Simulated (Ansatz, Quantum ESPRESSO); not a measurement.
# MgB2 (P6/mmm): electron–phonon coupling with Quantum ESPRESSO

Wanted: phonons, linewidths and couplings of MgB2 (P6/mmm) from a second program. The first relaxation steps of the session are not shown, so no cell shown is the starting entry, unless a step says so.

Main program and level: Ansatz 0.2.0 and Quantum ESPRESSO 7.5; DFT PBE, scalar-relativistic, plane waves, PAW, in the first sound run; inputs show where later runs differ.

Report form: the programs' logs are mostly left out.

### 1. The cell after earlier relaxation steps

Symmetry: P6/mmm, No. 191, hexagonal system. Conventional cell: a = 3.079 Å, b = 3.079 Å, c = 3.514 Å, α = 90.00°, β = 90.00°, γ = 120.00°. Nearest to Mg lie 12 B at 2.50 Å. Nearest to B lie 3 B at 1.78 Å and 6 Mg at 2.50 Å. Farther neighbours are not listed.

### 2. Tight relaxation

Phonons are second derivatives about the minimum, so the remaining forces must be small: the thresholds are tightened. Earlier relaxation steps are not shown.

input.yaml reads:

```yaml
crystal:
  lattice:
    - [3.0785362421, 0.0, 0.0]
    - [-1.539268121, 2.6660905921, 0.0]
    - [0.0, 0.0, 3.5138705568]
  atoms:
    - { symbol: Mg, position: [0.0, 0.0, 0.0] }
    - { symbol: B, position: [0.3333333333, 0.6666666667, 0.5] }
    - { symbol: B, position: [0.6666666667, 0.3333333333, 0.5] }
kpoints:
  mp_grid: { grid: [12, 12, 8] }
hamiltonian:
  xc: pbe
scf:
  occupations: { method: methfessel_paxton, width: 0.2 }
output:
  forces: true
  stress: true
  eigenvalues: true
relax:
  adjacent_minimum: "off"
  f_tol: 0.001
  max_steps: 60
  cell: { stress_tol: 0.01 }
```

The run is started by

```
$ ansatz run input.yaml --threads 8 --pin off --max-ram 16384MiB --backend cpu --events-out ev --progress --plain --runs-dir out
```

Run time: 1.3 s. Hardware: 8 threads of Arm Neoverse V1, shared host; peak memory 0.34 GiB; 7.5 s of CPU time.

Little changed from the start: no atom moved by 0.005 Å and no cell edge by 0.1 %.

Numbers from this step:

- pressure: -0.002951 GPa
- volume per atom: 9.614 Å³
- metallic on mesh: yes
- gap on the k-mesh: 0 eV

The largest force is now zero by symmetry and the largest stress component 0.0063 GPa.

### 3. Ground state with pw.x

ph.x needs a tightly converged ground state on the same k mesh; the cell is that of the step before.

This step: DFT PBE, scalar-relativistic, plane waves, GBRV ultrasoft pseudopotentials (Quantum ESPRESSO 7.5).

pw.in reads:

```
 &control
    calculation='scf',
    prefix='x',
    outdir='./tmp',
    pseudo_dir='./pseudo',
    tprnfor=.true.,
    tstress=.true.,
 /
 &system
    ibrav=4,
    celldm(1)=5.81713519,
    celldm(3)=1.1417534,
    nat=3,
    ntyp=2,
    ecutwfc=52.0,
    ecutrho=416.0,
    occupations='smearing',
    smearing='fd',
    degauss=0.00734986,
    nbnd=19,
 /
 &electrons
    conv_thr=1.0d-11,
    mixing_beta=0.5,
 /
ATOMIC_SPECIES
 Mg     24.3050  Mg.upf
 B      10.8100  B.upf
ATOMIC_POSITIONS crystal
 Mg     0.000000000   0.000000000   0.000000000
 B      0.333333333   0.666666667   0.500000000
 B      0.666666667   0.333333333   0.500000000
K_POINTS automatic
 12 12 8 0 0 0
```

The run is started by

```
$ OMP_NUM_THREADS=1 mpirun -n 8 pw.x -nk 8 -in pw.in > pw.x.log
```

It took 5.8 s on 8 MPI ranks.

Numbers from this step:

| Property | Result |
| --- | --- |
| pressure | -0.2590 GPa |

With these potentials, mesh and smearing the cell is at -0.26 GPa.

### 4. Second program, linear response: Fermi–Dirac smearing of 0.1 eV

ph.x gives each mode's frequency and linewidth; λ of a mode follows from Gaussian double-delta sums over the k mesh, here at four widths.

ph.in reads:

```
phonons and couplings
 &inputph
    prefix='x',
    outdir='./tmp',
    tr2_ph=1.0d-15,
    fildyn='x.dyn',
    fildvscf='dvscf',
    ldisp=.true.,
    nq1=3,
    nq2=3,
    nq3=2,
    electron_phonon='simple',
    el_ph_ngauss=0,
    el_ph_sigma=0.00734986,
    el_ph_nsigma=4,
    alpha_mix(1)=0.5,
    amass(1)=24.305,
    amass(2)=10.81,
 /
```

The run is started by

```
$ OMP_NUM_THREADS=1 mpirun -n 8 ph.x -nk 8 -in ph.in > ph.x.log
```

It took 15 min on 8 MPI ranks.

This step gave:

```yaml
highest_frequency_solved_or_plainly_interpolated: 799.9 cm⁻¹
omega_log_against_width: 56.15, 55.59, 55.55, 55.87 meV, at widths 0.1 to 0.4 eV
```

As ph.x prints them, no sum rule imposed; at the zone centre the sum is no linewidth. Double-delta sums, the first 40 of 54 rows:

| q1 | q2 | q3 | star | mode | omega (meV) | lambda_q, sigma 0.1 eV | lambda_q, sigma 0.2 eV | lambda_q, sigma 0.3 eV | lambda_q, sigma 0.4 eV | half width at sigma 0.2 (meV) |
| --- | --- | --- | --- | --- | --- | --- | --- | --- | --- | --- |
| 0 | 0 | 0 | 1 | 1 | -2.776 | -3.00e-4 | -0.0077 | -0.0092 | -0.0094 | 8.27e-5 |
| 0 | 0 | 0 | 1 | 2 | -2.776 | -3.00e-4 | -0.0077 | -0.0092 | -0.0094 | 8.27e-5 |
| 0 | 0 | 0 | 1 | 3 | -2.286 | 0 | 0 | 0 | 0 | 0 |
| 0 | 0 | 0 | 1 | 4 | 41.52 | 2.00e-4 | 0.0052 | 0.0067 | 0.0064 | 0.01046 |
| 0 | 0 | 0 | 1 | 5 | 41.52 | 2.00e-4 | 0.0052 | 0.0067 | 0.0064 | 0.01046 |
| 0 | 0 | 0 | 1 | 6 | 49.37 | 0 | 0 | 0 | 0 | 0 |
| 0 | 0 | 0 | 1 | 7 | 67.97 | 3.446 | 3.007 | 2.59 | 2.12 | 16.07 |
| 0 | 0 | 0 | 1 | 8 | 67.97 | 3.446 | 3.007 | 2.59 | 2.12 | 16.07 |
| 0 | 0 | 0 | 1 | 9 | 85.73 | 0.0018 | 6.00e-4 | 3.00e-4 | 2.00e-4 | 0.004797 |
| 0 | 0 | 0.5 | 1 | 1 | 28.03 | 1.00e-4 | 1.00e-4 | 1.00e-4 | 2.00e-4 | 8.27e-5 |
| 0 | 0 | 0.5 | 1 | 2 | 28.03 | 1.00e-4 | 1.00e-4 | 1.00e-4 | 2.00e-4 | 8.27e-5 |
| 0 | 0 | 0.5 | 1 | 3 | 28.51 | 0.0525 | 0.0468 | 0.0462 | 0.0536 | 0.044 |
| 0 | 0 | 0.5 | 1 | 4 | 28.51 | 0.0525 | 0.0468 | 0.0462 | 0.0536 | 0.044 |
| 0 | 0 | 0.5 | 1 | 5 | 39.23 | 0.1416 | 0.2467 | 0.261 | 0.2633 | 0.4395 |
| 0 | 0 | 0.5 | 1 | 6 | 47.55 | 0.0113 | 0.0149 | 0.0135 | 0.014 | 0.03892 |
| 0 | 0 | 0.5 | 1 | 7 | 56.62 | 2.669 | 3.408 | 2.964 | 2.554 | 12.64 |
| 0 | 0 | 0.5 | 1 | 8 | 56.62 | 2.669 | 3.408 | 2.964 | 2.554 | 12.64 |
| 0 | 0 | 0.5 | 1 | 9 | 78.45 | 0 | 0 | 0.0012 | 0.0089 | 4.14e-5 |
| 0 | 0.3333 | 0 | 6 | 1 | 27.09 | 0.1563 | 0.0864 | 0.0653 | 0.0542 | 0.07333 |
| 0 | 0.3333 | 0 | 6 | 2 | 28.78 | 0.0201 | 0.0074 | 0.0039 | 0.0026 | 0.007072 |
| 0 | 0.3333 | 0 | 6 | 3 | 38.27 | 0.1601 | 0.0683 | 0.0397 | 0.0289 | 0.1156 |
| 0 | 0.3333 | 0 | 6 | 4 | 46.16 | 0.3722 | 0.209 | 0.1611 | 0.134 | 0.5153 |
| 0 | 0.3333 | 0 | 6 | 5 | 53.46 | 0.0113 | 0.0078 | 0.005 | 0.0035 | 0.02585 |
| 0 | 0.3333 | 0 | 6 | 6 | 74.28 | 0.0784 | 0.0374 | 0.0228 | 0.0175 | 0.2388 |
| 0 | 0.3333 | 0 | 6 | 7 | 77.24 | 0.0316 | 0.019 | 0.017 | 0.0162 | 0.131 |
| 0 | 0.3333 | 0 | 6 | 8 | 89.11 | 0.3277 | 0.1453 | 0.0812 | 0.056 | 1.335 |
| 0 | 0.3333 | 0 | 6 | 9 | 96.34 | 0.1599 | 0.075 | 0.0592 | 0.0543 | 0.8048 |
| 0 | 0.3333 | 0.5 | 6 | 1 | 31.18 | 0.0085 | 0.0079 | 0.0073 | 0.0067 | 0.008892 |
| 0 | 0.3333 | 0.5 | 6 | 2 | 34.32 | 0.001 | 0.0157 | 0.0194 | 0.0207 | 0.02134 |
| 0 | 0.3333 | 0.5 | 6 | 3 | 34.56 | 0.0277 | 0.0128 | 0.0091 | 0.009 | 0.01766 |
| 0 | 0.3333 | 0.5 | 6 | 4 | 52.45 | 0.0401 | 0.016 | 0.0098 | 0.0082 | 0.05108 |
| 0 | 0.3333 | 0.5 | 6 | 5 | 53.96 | 0.0453 | 0.0796 | 0.0819 | 0.0781 | 0.2681 |
| 0 | 0.3333 | 0.5 | 6 | 6 | 74.96 | 0.0195 | 0.022 | 0.0225 | 0.0228 | 0.1428 |
| 0 | 0.3333 | 0.5 | 6 | 7 | 75.56 | 0.031 | 0.0133 | 0.0082 | 0.0066 | 0.08809 |
| 0 | 0.3333 | 0.5 | 6 | 8 | 90.37 | 0.1031 | 0.0467 | 0.0371 | 0.0411 | 0.4412 |
| 0 | 0.3333 | 0.5 | 6 | 9 | 99.18 | 0.0017 | 0.0021 | 0.0065 | 0.0161 | 0.02403 |
| 0.3333 | 0.3333 | 0 | 2 | 1 | 33.02 | 0.0399 | 0.036 | 0.0267 | 0.021 | 0.04541 |
| 0.3333 | 0.3333 | 0 | 2 | 2 | 36.62 | 0.3748 | 0.1367 | 0.0711 | 0.0491 | 0.2121 |
| 0.3333 | 0.3333 | 0 | 2 | 3 | 36.62 | 0.3748 | 0.1367 | 0.0711 | 0.0491 | 0.2121 |
| 0.3333 | 0.3333 | 0 | 2 | 4 | 54.54 | 0.1825 | 0.2775 | 0.2859 | 0.2566 | 0.9549 |

Mean over the q mesh without its centre; few wavevectors enter, so none of the widths can be taken as converged. Table of coupling constant λ, lambda by Gaussian width:

```csv
Gaussian width (eV),"coupling constant λ, lambda"
0.100,1.15
0.200,0.907
0.300,0.754
0.400,0.664
```

λ runs from 1.15 at 0.1 eV to 0.664 at 0.4 eV.

### 5. What came out

```
phonon run of the rows without a label of their own                                              : PBE, q 3×3×2, k 12×12×8
coupling λ by Gaussian sums at 0.2 eV, Quantum ESPRESSO, GBRV, cutoff 707 eV, q 3×3×2, k 12×12×8 : 0.907
```

**Reading.** Under gradient-corrected functionals ph.x can misplace modes where the density is low; no frozen-phonon run checks these frequencies. In the last run that gave them, λ from the Gaussian sums still varies by a factor of 1.7 between widths of 0.1 and 0.4 eV; these sums hold few wavevectors and leave out the zone centre.

[Logs are printed without paths, hosts, clocks, repeated set-up lines and the standing remarks that a program may print on its own settings, such as how far it seeks lower states.]

[Hosts, paths, dates, database ids (printed as entryN), source tags and the programs' standing remarks are cut or masked in the printed files.]
